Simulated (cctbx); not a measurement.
# Gd3CrS6 with cctbx, script by script

Library: cctbx 2025.11. The data are simulated by the first script.

## 1. Simulate the data

run.py:

```python
from cctbx import adptbx, crystal, miller, sgtbx, xray
from cctbx.array_family import flex
from iotbx.shelx import hklf
from scitbx import matrix
import scitbx.random

cs = crystal.symmetry(unit_cell=(10.546, 13.523, 6.663, 90, 90, 90), space_group_symbol='Hall: C 2c -2')  # Cmc2_1
atoms = [  # label, site, U (iso, or U11 U22 U33 U12 U13 U23 in A^2), occupancy
    ("Gd1", (0.5, 0.6046, 0.4938), (0.0130, 0.0132, 0.0102, 0.0000, 0.0000, -0.0013), 1),
    ("Gd2", (0.6881, 0.8949, 0.5537), (0.0078, 0.0077, 0.0046, -0.0033, 0.0008, -0.0007), 1),
    ("Cr1", (0.5, 0.8094, 0.0693), (0.0113, 0.0111, 0.0110, 0.0000, 0.0000, 0.0002), 1),
    ("S1", (0.5, 0.7885, 0.7312), (0.0132, 0.0164, 0.0174, 0.0000, 0.0000, 0.0005), 1),
    ("S2", (0.5, 0.0427, 0.724), (0.0118, 0.0267, 0.0140, 0.0000, 0.0000, 0.0029), 1),
    ("S3", (0.3443, 0.2622, 0.7478), (0.0122, 0.0088, 0.0103, 0.0012, 0.0003, -0.0019), 1),
    ("S4", (0.1567, 0.0147, 0.771), (0.0110, 0.0121, 0.0179, -0.0050, 0.0018, -0.0012), 1),
]
xs = xray.structure(crystal_symmetry=cs)
for label, site, u, occ in atoms:
    u = adptbx.u_cif_as_u_star(cs.unit_cell(), u) if isinstance(u, tuple) else u
    xs.add_scatterer(xray.scatterer(label, site=site, u=u, occupancy=occ))
xs.set_inelastic_form_factors(1.54184, "sasaki")
xs.show_summary()
p1 = xs.expand_to_p1()
ms = miller.build_set(p1, anomalous_flag=True, d_min=0.8)
flex.set_random_seed(912646)
scitbx.random.set_random_seed(912646)
ms = ms.select(flex.random_double(ms.size()) < 0.95)
i = ms.structure_factors_from_scatterers(p1, algorithm="direct").f_calc().as_intensity_array().data()
i = i * 40000 / flex.max(i)
sig = flex.sqrt(i + flex.pow2(0.015 * i) + 8 ** 2)
noise = scitbx.random.variate(scitbx.random.normal_distribution())(i.size())
data = ms.array(data=i + sig * noise, sigmas=sig).set_observation_type_xray_intensity()
with open("data.hkl", "w") as f:
    data.export_as_shelx_hklf(f)
print("reflections written:", data.size(), " <I/sigma> = %.1f" % flex.mean(data.data() / data.sigmas()))
for h, a, b in list(data.sort("data"))[:12]:
    print("%4d%4d%4d %9.1f %7.1f" % (h + (a, b)))
```

```console
$ python run.py
```

```text
Number of scatterers: 7
At special positions: 4
Unit cell: (10.546, 13.523, 6.663, 90, 90, 90)
Space group: C m c 21 (No. 36)
reflections written: 7373  <I/sigma> = 13.3
   3  -5   0   40854.1   632.5
   3   5   0   40147.6   632.5
  -3  -5   0   40115.2   632.5
  -3   5   0   39775.4   632.5
   0   4  -2   34336.1   547.3
   0  -4  -2   34110.7   547.3
  -6   0   0   33396.2   534.1
   6   0   0   33383.8   534.1
   0   4   2   32692.8   506.8
   0   0  -4   23234.8   391.9
   2  -2   1   22880.9   369.0
   2   2   1   22706.4   369.0
```

It took 0.24 s on 1 thread of Arm Neoverse V2 (shared host), peak memory 0.07 GiB.

## 2. Refinement (right model, isotropic)

run.py:

```python
import math
from cctbx import adptbx, crystal, maptbx, sgtbx, xray
from cctbx.array_family import flex
from cctbx.xray import observations
from iotbx.shelx import hklf
from scitbx.lstbx import normal_eqns_solving
from smtbx import absolute_structure, utils
from smtbx.refinement import constraints, least_squares

cs = crystal.symmetry(unit_cell=(10.546, 13.523, 6.663, 90, 90, 90), space_group_symbol='Hall: C 2c -2')  # Cmc2_1
atoms = [  # label, site, U (iso, or U11 U22 U33 U12 U13 U23 in A^2), occupancy
    ("Gd1", (0.5, 0.6054, 0.4912), 0.0200, 1),
    ("Gd2", (0.6861, 0.8948, 0.5398), 0.0200, 1),
    ("Cr1", (0.5, 0.8082, 0.0704), 0.0200, 1),
    ("S1", (0.5, 0.7881, 0.7304), 0.0200, 1),
    ("S2", (0.5, 0.0431, 0.725), 0.0200, 1),
    ("S3", (0.3393, 0.2625, 0.7444), 0.0200, 1),
    ("S4", (0.1593, 0.0154, 0.7671), 0.0200, 1),
]
xs = xray.structure(crystal_symmetry=cs)
for label, site, u, occ in atoms:
    u = adptbx.u_cif_as_u_star(cs.unit_cell(), u) if isinstance(u, tuple) else u
    xs.add_scatterer(xray.scatterer(label, site=site, u=u, occupancy=occ))
xs.set_inelastic_form_factors(1.54184, "sasaki")
raw = hklf.reader(file_name="data.hkl").as_miller_arrays(crystal_symmetry=cs, anomalous=True)[0]
merged = raw.eliminate_sys_absent().merge_equivalents()
fo2 = merged.array().set_observation_type_xray_intensity()
print("Rint %.3f, %d unique reflections to %.2f A" % (merged.r_int(), fo2.size(), fo2.d_min()))
for sc in xs.scatterers():
    sc.flags.set_grad_site(True)
    sc.flags.set_grad_u_aniso(sc.flags.use_u_aniso())
    sc.flags.set_grad_u_iso(sc.flags.use_u_iso())
obs = fo2.as_xray_observations()
extra = {}
rep = constraints.reparametrisation(xs, [], utils.connectivity_table(xs), **extra)
ls = least_squares.crystallographic_ls(obs, rep, weighting_scheme=least_squares.mainstream_shelx_weighting(a=0, b=0))
print("cycle     R1     wR2    GooF  max shift (A)")
for cycle in range(8):
    ls.build_up()
    r1, wr2, goof = ls.r1_factor(cutoff_factor=2)[0], ls.wR2(), ls.goof()
    old = xs.sites_cart()
    normal_eqns_solving.levenberg_marquardt_iterations(ls, n_max_iterations=3, tau=1e-06, step_threshold=1e-7)
    big = flex.max((xs.sites_cart() - old).norms())
    print("%4d %7.4f %7.4f %7.3f %9.5f" % (cycle + 1, r1, wr2, goof, big))
    ls.build_up(objective_only=True)
    if abs(ls.wR2() - wr2) < 5e-5 and big < 5e-4:
        break
ls.build_up()
print("final R1 %.4f wR2 %.4f GooF %.3f  parameters %d  data/parameter %.1f" % (ls.r1_factor(cutoff_factor=2)[0], ls.wR2(), ls.goof(), ls.n_parameters, fo2.size() / ls.n_parameters))
cov = ls.covariance_matrix_and_annotations()
su = dict(zip(cov.annotations, (math.sqrt(max(v, 0)) for v in cov.matrix.matrix_packed_u_diagonal())))
a2 = cs.unit_cell().reciprocal_parameters()[0] ** -2
print("atom        x        y        z      Ueq    occ   su(xyz)  su(Uiso or U11)")
for sc in xs.scatterers():
    s = max(su.get(sc.label + k, 0) for k in (".x", ".y", ".z"))
    npd = "" if sc.is_positive_definite_u(cs.unit_cell()) else "  NPD"
    print("%-5s %8.5f %8.5f %8.5f %8.4f %6.3f %8.5f %7.4f%s" % ((sc.label,) + sc.site + (sc.u_iso_or_equiv(cs.unit_cell()), sc.occupancy, s, su.get(sc.label + ".uiso", su.get(sc.label + ".u11", 0) * a2), npd)))
fo = fo2.f_sq_as_f()
fc = fo.structure_factors_from_scatterers(xs, algorithm="direct").f_calc()
diff = fo.f_obs_minus_f_calc(1 / math.sqrt(ls.scale_factor()), fc).average_bijvoet_mates()
m = diff.fft_map(symmetry_flags=maptbx.use_space_group_symmetry, resolution_factor=0.25).apply_volume_scaling()
print("difference map: max %.2f min %.2f rms %.2f" % (m.statistics().max(), m.statistics().min(), m.statistics().sigma()))
peaks = m.peak_search(parameters=maptbx.peak_search_parameters(min_distance_sym_equiv=0.6, max_clusters=6)).all()
near = xs.closest_distances(peaks.sites(), distance_cutoff=4)
sps = cs.special_position_settings(min_distance_sym_equiv=0.5)
for k, (x, h) in enumerate(zip(peaks.sites(), peaks.heights())):
    ss = sps.site_symmetry(x)
    print("Q%-3d %7.4f %7.4f %7.4f %4d %7.2f  %.2f A from %s" % ((k + 1,) + tuple(t % 1 for t in ss.exact_site()) + (ss.multiplicity(), h, near.smallest_distances[k], xs.scatterers()[near.i_seqs[k]].label)))
```

```console
$ python run.py
```

```text
Rint 0.017, 1025 unique reflections to 0.80 A
cycle     R1     wR2    GooF  max shift (A)
   1  0.1366  0.2978  16.174   0.05882
   2  0.0240  0.0596   3.237   0.00078
   3  0.0240  0.0596   3.236   0.00002
final R1 0.0240 wR2 0.0596 GooF 3.236  parameters 24  data/parameter 42.7
atom        x        y        z      Ueq    occ   su(xyz)  su(Uiso or U11)
Gd1    0.50000  0.60471  0.48677   0.0121  1.000  0.00007  0.0002
Gd2    0.68808  0.89489  0.54675   0.0067  1.000  0.00006  0.0001
Cr1    0.50000  0.80920  0.06199   0.0110  1.000  0.00033  0.0003
S1     0.50000  0.78875  0.72419   0.0160  1.000  0.00048  0.0006
S2     0.50000  0.04307  0.71688   0.0179  1.000  0.00049  0.0006
S3     0.34420  0.26239  0.74019   0.0106  1.000  0.00031  0.0004
S4     0.15711  0.01500  0.76427   0.0125  1.000  0.00033  0.0004
difference map: max 2.74 min -1.93 rms 0.23
Q1    0.2238  0.3705  0.5589    8    2.83  0.51 A from Gd2
Q2    0.1553  0.4188  0.5446    8    2.70  0.47 A from Gd2
Q3    0.0000  0.4970  0.2180    4    1.14  0.54 A from S2
Q4    0.0000  0.4256  0.2287    4    1.13  0.43 A from S2
Q5    0.0000  0.0715  0.5100    4    1.07  0.48 A from Gd1
Q6    0.0000  0.1356  0.4607    4    1.03  0.45 A from Gd1
```

Time: 0.42 s.

Figures of merit this high mean that the model is still wrong or incomplete.

## 3. Refinement (right model, anisotropic)

run.py, as its changes from the last script of this kind:

```diff
@@ -12,7 +12,7 @@
-    ("Gd1", (0.5, 0.6054, 0.4912), 0.0200, 1),
-    ("Gd2", (0.6861, 0.8948, 0.5398), 0.0200, 1),
-    ("Cr1", (0.5, 0.8082, 0.0704), 0.0200, 1),
-    ("S1", (0.5, 0.7881, 0.7304), 0.0200, 1),
-    ("S2", (0.5, 0.0431, 0.725), 0.0200, 1),
-    ("S3", (0.3393, 0.2625, 0.7444), 0.0200, 1),
-    ("S4", (0.1593, 0.0154, 0.7671), 0.0200, 1),
+    ("Gd1", (0.5, 0.60471, 0.48677), 0.0121, 1),
+    ("Gd2", (0.68808, 0.89489, 0.54675), 0.0067, 1),
+    ("Cr1", (0.5, 0.8092, 0.06199), 0.0110, 1),
+    ("S1", (0.5, 0.78875, 0.72419), 0.0160, 1),
+    ("S2", (0.5, 0.04307, 0.71688), 0.0179, 1),
+    ("S3", (0.3442, 0.26239, 0.74019), 0.0106, 1),
+    ("S4", (0.15711, 0.015, 0.76427), 0.0125, 1),
@@ -24,0 +25 @@
+xs.convert_to_anisotropic()
@@ -57,0 +59,4 @@
+fc = fo2.structure_factors_from_scatterers(xs, algorithm="direct").f_calc()
+absolute_structure.flack_analysis(xs, fo2.as_xray_observations()).show()
+h = absolute_structure.hooft_analysis(fo2, fc, scale_factor=ls.scale_factor())
+print("Hooft y: %.3f(%.0f)  Bijvoet pairs: %d" % (h.hooft_y, 1000 * h.sigma_y, h.n_bijvoet_pairs))
```

```console
$ python run.py
```

```text
Rint 0.017, 1025 unique reflections to 0.80 A
cycle     R1     wR2    GooF  max shift (A)
   1  0.0240  0.0596   3.281   0.00564
   2  0.0075  0.0171   0.940   0.00001
final R1 0.0075 wR2 0.0171 GooF 0.940  parameters 51  data/parameter 20.1
atom        x        y        z      Ueq    occ   su(xyz)  su(Uiso or U11)
Gd1    0.50000  0.60462  0.48676   0.0121  1.000  0.00002  0.0001
Gd2    0.68810  0.89489  0.54670   0.0067  1.000  0.00002  0.0001
Cr1    0.50000  0.80944  0.06223   0.0111  1.000  0.00010  0.0002
S1     0.50000  0.78855  0.72406   0.0157  1.000  0.00014  0.0004
S2     0.50000  0.04281  0.71693   0.0174  1.000  0.00014  0.0004
S3     0.34430  0.26217  0.74086   0.0103  1.000  0.00009  0.0003
S4     0.15674  0.01472  0.76405   0.0135  1.000  0.00011  0.0003
Flack x: 0.002(2)
Hooft y: -0.000(2)  Bijvoet pairs: 465
difference map: max 0.23 min -0.23 rms 0.06
Q1    0.2031  0.2348  0.1279    8    0.23  0.90 A from S3
Q2    0.0000  0.1497  0.0252    4    0.23  2.17 A from Cr1
Q3    0.2295  0.4610  0.3506    8    0.21  1.37 A from S4
Q4    0.1568  0.5073  0.1933    8    0.21  1.68 A from Gd2
Q5    0.1768  0.3491  0.3922    8    0.21  1.21 A from Gd2
Q6    0.1753  0.1406  0.4729    8    0.20  1.91 A from Gd1
```

Time: 0.42 s.

## 4. Refinement

run.py, as its changes from the last script of this kind:

```diff
@@ -13 +13 @@
-    ("Gd2", (0.68808, 0.89489, 0.54675), 0.0067, 1),
+    ("Ho1", (0.68808, 0.89489, 0.54675), 0.0067, 1),
@@ -39 +39 @@
-for cycle in range(8):
+for cycle in range(12):
@@ -59,4 +58,0 @@
-fc = fo2.structure_factors_from_scatterers(xs, algorithm="direct").f_calc()
-absolute_structure.flack_analysis(xs, fo2.as_xray_observations()).show()
-h = absolute_structure.hooft_analysis(fo2, fc, scale_factor=ls.scale_factor())
-print("Hooft y: %.3f(%.0f)  Bijvoet pairs: %d" % (h.hooft_y, 1000 * h.sigma_y, h.n_bijvoet_pairs))
```

```console
$ python run.py
```

```text
Rint 0.017, 1025 unique reflections to 0.80 A
cycle     R1     wR2    GooF  max shift (A)
   1  0.1090  0.2570  14.150   0.01989
   2  0.0835  0.2024  11.143   0.00038
final R1 0.0835 wR2 0.2024 GooF 11.143  parameters 51  data/parameter 20.1
atom        x        y        z      Ueq    occ   su(xyz)  su(Uiso or U11)
Gd1    0.50000  0.60466  0.48674   0.0149  1.000  0.00027  0.0013
Ho1    0.68807  0.89482  0.54714  -0.0022  1.000  0.00022  0.0007  NPD
Cr1    0.50000  0.80926  0.06157   0.0114  1.000  0.00116  0.0027
S1     0.50000  0.78971  0.72292   0.0161  1.000  0.00175  0.0049
S2     0.50000  0.04344  0.71464   0.0174  1.000  0.00157  0.0047
S3     0.34404  0.26187  0.73968   0.0125  1.000  0.00109  0.0032
S4     0.15658  0.01373  0.76300   0.0170  1.000  0.00126  0.0031
difference map: max 8.74 min -2.42 rms 0.37
Q1    0.0000  0.1045  0.4866    4    9.59  0.00 A from Gd1
Q2    0.1893  0.3938  0.5451    8    3.31  0.02 A from Ho1
Q3    0.1192  0.3897  0.9886    8    1.59  1.73 A from Cr1
Q4    0.0000  0.2679  0.7255    4    1.48  0.30 A from S1
Q5    0.1853  0.1806  0.0674    8    1.31  1.42 A from S3
Q6    0.1569  0.0274  0.7718    8    1.31  0.19 A from S4
```

Time: 0.39 s.

This run holds a fault made on purpose: wrong element: Ho1 is Gd.

## 5. Refinement

run.py, as its changes from the last script of this kind:

```diff
@@ -13,3 +13,3 @@
-    ("Ho1", (0.68808, 0.89489, 0.54675), 0.0067, 1),
-    ("Cr1", (0.5, 0.8092, 0.06199), 0.0110, 1),
-    ("S1", (0.5, 0.78875, 0.72419), 0.0160, 1),
+    ("Gd2", (0.68808, 0.89489, 0.54675), 0.0067, 1),
+    ("S1", (0.5, 0.8092, 0.06199), 0.0110, 1),
+    ("Cr1", (0.5, 0.78875, 0.72419), 0.0160, 1),
```

```console
$ python run.py
```

```text
Rint 0.017, 1025 unique reflections to 0.80 A
cycle     R1     wR2    GooF  max shift (A)
   1  0.0689  0.1711   9.423   0.01497
   2  0.0413  0.1075   5.919   0.00089
   3  0.0413  0.1075   5.918   0.00002
final R1 0.0413 wR2 0.1075 GooF 5.918  parameters 51  data/parameter 20.1
atom        x        y        z      Ueq    occ   su(xyz)  su(Uiso or U11)
Gd1    0.50000  0.60468  0.48664   0.0117  1.000  0.00014  0.0007
Gd2    0.68810  0.89489  0.54670   0.0063  1.000  0.00012  0.0004
S1     0.50000  0.80947  0.06108  -0.0062  1.000  0.00064  0.0014  NPD
Cr1    0.50000  0.78875  0.72657   0.0377  1.000  0.00089  0.0030
S2     0.50000  0.04268  0.71633   0.0170  1.000  0.00088  0.0026
S3     0.34468  0.26216  0.74050   0.0098  1.000  0.00059  0.0016
S4     0.15718  0.01451  0.76307   0.0120  1.000  0.00064  0.0016
difference map: max 4.60 min -2.16 rms 0.42
Q1    0.0000  0.3186  0.0728    4    4.62  0.15 A from S1
Q2    0.1888  0.1941  0.9633    8    2.08  1.86 A from Gd2
Q3    0.0000  0.0982  0.5092    4    1.55  0.17 A from Gd1
Q4    0.1687  0.4207  0.1766    8    1.27  1.87 A from S2
Q5    0.1921  0.3954  0.5391    8    1.25  0.07 A from Gd2
Q6    0.0441  0.2233  0.6258    8    0.93  1.20 A from Cr1
```

Time: 0.44 s.

This run holds a fault made on purpose: elements exchanged: Cr1 is S and S1 is Cr.

## 6. Refinement

run.py, as its changes from the last script of this kind:

```diff
@@ -14,5 +14,5 @@
-    ("S1", (0.5, 0.8092, 0.06199), 0.0110, 1),
-    ("Cr1", (0.5, 0.78875, 0.72419), 0.0160, 1),
-    ("S2", (0.5, 0.04307, 0.71688), 0.0179, 1),
-    ("S3", (0.3442, 0.26239, 0.74019), 0.0106, 1),
-    ("S4", (0.15711, 0.015, 0.76427), 0.0125, 1),
+    ("Cr1", (0.5, 0.8092, 0.06199), 0.0110, 1),
+    ("S1", (0.5, 0.78875, 0.72419), 0.0160, 1),
+    ("P1", (0.5, 0.04307, 0.71688), 0.0179, 1),
+    ("S2", (0.3442, 0.26239, 0.74019), 0.0106, 1),
+    ("S3", (0.15711, 0.015, 0.76427), 0.0125, 1),
```

```console
$ python run.py
```

```text
Rint 0.017, 1025 unique reflections to 0.80 A
cycle     R1     wR2    GooF  max shift (A)
   1  0.0245  0.0605   3.331   0.00557
   2  0.0079  0.0181   0.994   0.00002
final R1 0.0079 wR2 0.0181 GooF 0.994  parameters 51  data/parameter 20.1
atom        x        y        z      Ueq    occ   su(xyz)  su(Uiso or U11)
Gd1    0.50000  0.60463  0.48676   0.0121  1.000  0.00002  0.0001
Gd2    0.68810  0.89489  0.54670   0.0067  1.000  0.00002  0.0001
Cr1    0.50000  0.80943  0.06219   0.0111  1.000  0.00010  0.0002
S1     0.50000  0.78860  0.72406   0.0158  1.000  0.00015  0.0004
P1     0.50000  0.04280  0.71682   0.0144  1.000  0.00015  0.0004
S2     0.34428  0.26217  0.74088   0.0103  1.000  0.00010  0.0003
S3     0.15676  0.01475  0.76418   0.0135  1.000  0.00011  0.0003
difference map: max 0.32 min -0.25 rms 0.06
Q1    0.0000  0.5003  0.2290    4    0.32  0.59 A from P1
Q2    0.0000  0.4298  0.1798    4    0.30  0.45 A from P1
Q3    0.0000  0.4915  0.3857    4    0.25  1.22 A from P1
Q4    0.0000  0.4473  0.9365    4    0.23  1.87 A from P1
Q5    0.2031  0.2350  0.1265    8    0.21  0.91 A from S2
Q6    0.0000  0.1482  0.0267    4    0.21  2.19 A from Cr1
```

Run time: 0.39 s on 1 thread of Arm Neoverse V2, on a shared host, peak memory 0.09 GiB.

This run holds a fault made on purpose: wrong element: P1 is S.

[Logs are printed without paths, hosts, clocks, repeated set-up lines and the standing remarks that a program may print on its own settings, such as how far it seeks lower states.]
